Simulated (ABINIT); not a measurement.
**MoS2 (P6_3/mmc): G0W0 in ABINIT against the bands in the self-energy**

How does the gap of MoS2 (P6_3/mmc) converge in the bands in the self-energy?

Method: PBE and many-body steps on it, plane waves, in ABINIT 10.8.3.

Most raw output is cut from this account.

The database entry behind the starting cell differs from later determinations by our own check (about 0.3 % long), so it need not match the best structure at ambient conditions.

## Step 1: The structure

It takes space group P6_3/mmc (No. 194, hexagonal). The conventional cell has a = 3.169 Å, b = 3.169 Å, c = 12.324 Å, α = 90.00°, β = 90.00°, γ = 120.00°. Mo has 6 S at 2.41 Å nearest. Nearest to S lie 3 Mo at 2.41 Å. Farther neighbours and most contacts between anions are not listed.

Structure file:

```cif
data_structure
_symmetry_space_group_name_H-M 'P 1'
_symmetry_Int_Tables_number 1
_cell_length_a 3.1690
_cell_length_b 3.1690
_cell_length_c 12.3240
_cell_angle_alpha 90.000
_cell_angle_beta 90.000
_cell_angle_gamma 120.000
_cell_volume 107.18
loop_
_atom_site_label
_atom_site_type_symbol
_atom_site_fract_x
_atom_site_fract_y
_atom_site_fract_z
_atom_site_occupancy
Mo1 Mo 0.33333 0.66667 0.25000 1
Mo2 Mo 0.66667 0.33333 0.75000 1
S3 S 0.33333 0.66667 0.62300 1
S4 S 0.66667 0.33333 0.12300 1
S5 S 0.33333 0.66667 0.87700 1
S6 S 0.66667 0.33333 0.37700 1
```

The cell and positions come from the Crystallography Open Database and are kept as given unless a step says otherwise.

## Step 2: Screening, 6×6×1 mesh, 345 bands, screening to 217.7 eV

This step: ABINIT 10.8.3; RPA screening on PBE, plane waves, norm-conserving pseudopotentials.

The RPA dielectric matrix is built and inverted for each q.

The input, run.abi:

```
acell 3*1.0 Angstrom
rprim 
  3.169000000004 -0.000000000001 0.000000000000
  -1.584500000001 2.744434504597 0.000000000000
  0.000000000000 0.000000000000 12.324000000000
ntypat 2
znucl 42 16
natom 6
typat 1 1 2 2 2 2
xred 
  0.333333333333 0.666666666667 0.250000000000
  0.666666666667 0.333333333333 0.750000000000
  0.333333333333 0.666666666667 0.623000000000
  0.666666666667 0.333333333333 0.123000000000
  0.333333333333 0.666666666667 0.877000000000
  0.666666666667 0.333333333333 0.377000000000
pp_dirpath "pseudos"
pseudos "Mo.upf, S.upf"
ecut 36
ngkpt 6 6 1
nshiftk 1
shiftk 0 0 0
kptopt 1
chksymbreak 0
istwfk *1
occopt 1
irdwfk 1
optdriver 3
nband 345
ecuteps 8
inclvkb 2
awtr 1
symchi 1
indata_prefix "in"
outdata_prefix "out"
tmpdata_prefix "tmp"
```

Launch:

```console
$ OMP_NUM_THREADS=1 mpirun -n 8 abinit run.abi > log
```

Elapsed: 7.2 min, on 8 MPI ranks of Arm Neoverse V1, shared host; peak memory 4.8 GiB.

Numbers from this step:

* ε∞ with local fields, on this mesh, along the program's q direction: 14.42
* the same without local fields: 16.30
* plasma frequency: 25.86 eV
* plane waves in the screening matrix: 773

Local fields lower ε∞ by 12 %. On a Γ-centred mesh this coarse the value itself is usually too large, while a short band sum pulls it down.

## Step 3: 34 bands

This step: G0W0 on PBE, plane waves, norm-conserving pseudopotentials.

run.abi, as its differences from that of step 2:

```diff
@@ -27,8 +27,19 @@
 irdwfk 1
-optdriver 3
-nband 345
+optdriver 4
+nband 34
+gwcalctyp 0
+ecutsigx 36
+symsigma 1
+nkptgw 3
+kptgw 
+  0.0000000000 0.0000000000 0.0000000000
+  0.1666666667 0.1666666667 0.0000000000
+  0.3333333333 0.3333333333 0.0000000000
+bdgw 
+  25 28
+  25 28
+  25 28
 ecuteps 8
-inclvkb 2
-awtr 1
-symchi 1
+irdscr 1
+ppmodel 1
 indata_prefix "in"
```

Wall time 26 s (8 MPI ranks); peak memory 3.3 GiB; 3.5 min of CPU time.

Numbers from this step:

- G0W0 gap on the points computed: 1.264 eV
- starting gap on the mesh: 0.8887 eV
- k of the valence top: 0, 0, 0
- k of the conduction bottom: 0.1667, 0.1667, 0
- Z at the valence top: 0.801
- Z at the conduction bottom: 0.813
- least direct G0W0 gap on the computed points: 2.300 eV

## Step 4: 36 bands

run.abi, as its differences from that of step 3:

```diff
@@ -28,3 +28,3 @@
 optdriver 4
-nband 34
+nband 36
 gwcalctyp 0
```

Run time: 26 s. Hardware: 8 MPI ranks; peak memory 3.3 GiB; 3.5 min of CPU time.

Numbers from this step:

| Quantity | Value |
| --- | --- |
| G0W0 gap on the points computed | 1.212 eV |
| starting gap on the mesh | 0.8887 eV |
| k of the valence top | 0, 0, 0 |
| k of the conduction bottom | 0.1667, 0.1667, 0 |
| Z at the valence top | 0.799 |
| Z at the conduction bottom | 0.809 |
| least direct G0W0 gap on the computed points | 2.333 eV |

## Step 5: 54 bands

run.abi, as its differences from that of step 4:

```diff
@@ -28,3 +28,3 @@
 optdriver 4
-nband 36
+nband 54
 gwcalctyp 0
```

Wall time 36 s (8 MPI ranks); peak memory 3.4 GiB.

This step gave:

| Property | Result |
| --- | --- |
| G0W0 gap on the points computed | 1.167 eV |
| starting gap on the mesh | 0.8887 eV |
| k of the valence top | 0, 0, 0 |
| k of the conduction bottom | 0.1667, 0.1667, 0 |
| Z at the valence top | 0.785 |
| Z at the conduction bottom | 0.794 |
| least direct G0W0 gap on the computed points | 2.246 eV |

## Step 6: 106 bands

The self-energy is evaluated for the states that the input lists, and the levels follow from it, in one-shot runs by the linearised quasiparticle equation.

run.abi, as its differences from that of step 5:

```diff
@@ -28,3 +28,3 @@
 optdriver 4
-nband 54
+nband 106
 gwcalctyp 0
```

Wall time 63 s (8 MPI ranks); peak memory 3.8 GiB.

This step gave:

```
G0W0 gap on the points computed              : 1.202 eV
starting gap on the mesh                     : 0.8887 eV
k of the valence top                         : 0, 0, 0
k of the conduction bottom                   : 0.1667, 0.1667, 0
least direct G0W0 gap on the computed points : 2.197 eV
```

The gap on the mesh goes from 0.89 eV to 1.20 eV, a correction of +0.31 eV.

## Step 7: 213 bands

run.abi, as its differences from that of step 6:

```diff
@@ -28,3 +28,3 @@
 optdriver 4
-nband 106
+nband 213
 gwcalctyp 0
```

The job ended after 2 min (8 MPI ranks; peak memory 4.5 GiB; 16 min of CPU time).

Numbers from this step:

- G0W0 gap on the points computed: 1.223 eV
- starting gap on the mesh: 0.8887 eV
- k of the valence top: 0, 0, 0
- k of the conduction bottom: 0.1667, 0.1667, 0
- least direct G0W0 gap on the computed points: 2.148 eV

Against the run before, the gap moves by +0.021 eV.

## Step 8: 345 bands

run.abi, as its differences from that of step 7:

```diff
@@ -28,3 +28,3 @@
 optdriver 4
-nband 213
+nband 345
 gwcalctyp 0
```

It took 3.1 min on 8 MPI ranks; peak memory 5.3 GiB.

This step gave:

- G0W0 gap on the points computed: 1.231 eV
- starting gap on the mesh: 0.8887 eV
- k of the valence top: 0, 0, 0
- k of the conduction bottom: 0.1667, 0.1667, 0
- least direct G0W0 gap on the computed points: 2.127 eV

Against the run before, the gap moves by +0.008 eV.

## Step 9: Side by side

Times are wall times on 8 MPI ranks of Arm Neoverse V1, shared host, good to a factor of about two. A run's time includes the screening step that it read.

| run | mesh | bands | screening cutoff (eV) | DFT gap (eV) | gap on the mesh (eV) | direct (eV) | ε∞ used | time |
| --- | --- | --- | --- | --- | --- | --- | --- | --- |
| 34 bands | 6×6×1 | 34 | 217.7 | 0.889 | 1.264 | 2.300 | 14.42 | 7.6 min |
| 36 bands | 6×6×1 | 36 | 217.7 | 0.889 | 1.212 | 2.333 | 14.42 | 7.6 min |
| 54 bands | 6×6×1 | 54 | 217.7 | 0.889 | 1.167 | 2.246 | 14.42 | 7.7 min |
| 106 bands | 6×6×1 | 106 | 217.7 | 0.889 | 1.202 | 2.197 | 14.42 | 8.2 min |
| 213 bands | 6×6×1 | 213 | 217.7 | 0.889 | 1.223 | 2.148 | 14.42 | 9.1 min |
| 345 bands | 6×6×1 | 345 | 217.7 | 0.889 | 1.231 | 2.127 | 14.42 | 10 min |

## Step 10: Outcome

```json
{"34 bands": "1.264 eV", "36 bands": "1.212 eV", "54 bands": "1.167 eV", "106 bands": "1.202 eV", "213 bands": "1.223 eV", "345 bands": "1.231 eV", "known limits": "not at the basis limit; no spin-orbit coupling; coarse k mesh"}
```

**Reading.** The setting moved: bands in the self-energy. From 34 bands to 345 bands the gap moves by −0.03 eV, not steadily: it passes through 1.17 eV. It holds to 0.03 eV from 106 bands on. Bands and screening cutoff are coupled, so a series along one setting does not show full convergence. Bands and cutoff are finite, so the gap is not at the basis limit. The miss can reach some tenths of an eV and take either sign; the mesh is an error of its own. In the G0W0 runs levels were corrected at 3 k points alone, so a gap called «on the mesh» is the least over those, and an edge elsewhere would be missed. The 6×6×1 mesh is coarse for this cell, which bears on the long-range parts of exchange and screening. The many-body steps are scalar-relativistic: spin-orbit coupling is not in them.

[Paths, hosts, dates, memory and timing lines, banners, echoed tables and standing remarks are left out of the program output.]

[Logs are printed without paths, hosts, clocks, repeated set-up lines and the standing remarks that a program may print on its own settings, such as how far it seeks lower states.]

[Runs of the session that timed out or met a known fault of the program may be left out.]

[Hosts, paths, dates, database ids (printed as entryN), source tags and the programs' standing remarks are cut or masked in the printed files.]

[G0W0 gaps are taken among the corrected bands and points alone; a level outside them can change the order at an edge.]

[Where Ansatz stands beside ABINIT at settings called matched, ABINIT's density can come from a denser mesh and the files from another edition; pairs whose starting gaps differed by over 0.03 eV were left out, so agreement reads better than it is.]
